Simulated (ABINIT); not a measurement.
Entries from a set of simulations; values are calculated unless marked as measured.

**CdSe (Cadmoselite): a self-consistent loop beyond G0W0, cycle by cycle**

It takes space group P6_3mc (No. 186, hexagonal). Conventional cell: a = 4.300 Å, b = 4.300 Å, c = 7.020 Å, α = 90.00°, β = 90.00°, γ = 120.00°. Cd has 4 Se at 2.61 to 2.70 Å nearest. Nearest to Se lie 4 Cd at 2.61 to 2.70 Å. Farther neighbours, and contacts between anions beyond the nearest, are not listed.

```yaml
method: RPA screening on PBE from quasiparticle energies, plane waves, norm-conserving pseudopotentials (and 5 further levels or steps)
program: ABINIT 10.8.3
settings: cutoff 48 Ha, PseudoDojo scalar-relativistic 0.4 stringent, norm-conserving, ngkpt (3, 3, 2), nband 118, ecuteps 3.9 Ha, gwcalctyp 10, inclvkb 2, shiftk (0, 0, 0), symchi 1, awtr 1, frequency ppm, cycle 3, q points all but q = 0, 3×3×2 k-mesh
cost: 15 runs, 16 min in all on 8 MPI ranks of Intel Xeon Platinum 8488C (Sapphire Rapids), shared host
notes: The database entry behind the starting cell differs from other determinations of this structure. The program’s warnings: nproc spkpt=  >= nkpt= * nsppol=. The cell and positions come from the Crystallography Open Database and are kept as given unless a step says otherwise. Limits: no spin-orbit coupling. The first cycle of evGW0 takes the full correction, without the factor Z, so it overshoots the one-shot value. The 3×3×2 mesh is coarse for this cell, which bears on the long-range parts of exchange and screening. For the PBE start: The RPA ε∞ on this mesh reaches over 25; with a narrow direct gap a coarse mesh can overstate it, and the correction is then too small.
g0w0: 1.229 eV
evgw0_cycle_1: 1.311 eV
evgw0_cycle_2: 1.286 eV
evgw0_cycle_3: 1.284 eV
evgw_cycle_1: 1.413 eV
evgw_cycle_2: 1.426 eV
evgw_cycle_3: 1.427 eV
known_limits: short of the basis limit; mesh may overstate the screening; no spin-orbit coupling; coarse k mesh
```

Only the bands that the input lists are updated; the higher empty ones keep the functional's energies. The evGW loop starts from the last levels of evGW0, so its cycles and time come on top of those.

[Long decimals in the printed logs are rounded to 6 places.]

[Logs are printed without paths, hosts, clocks, repeated set-up lines and the standing remarks that a program may print on its own settings, such as how far it seeks lower states.]

[Paths, hosts, dates, memory and timing lines, banners, echoed tables and standing remarks are left out of the program output; an Ansatz launch command may be rebuilt from the run's recorded settings. Measured values are a selection of at most five: reports struck by readers or far from the other reports are left out. None is set beside runs whose start may be inverted or whose files or cutoffs have a known fault.]

[Runs of the session that timed out or met a known fault of the program may be left out.]

[Hosts, paths, dates, database ids (printed as entryN), source tags and the programs' standing remarks are cut or masked in the printed files.]

[G0W0 gaps are taken among the corrected bands and points alone; a level outside them can change the order at an edge.]

[Where Ansatz stands beside ABINIT at settings called matched, ABINIT's density can come from a denser mesh and the files from another edition; pairs whose starting gaps differed by over 0.03 eV were left out, so agreement reads better than it is.]
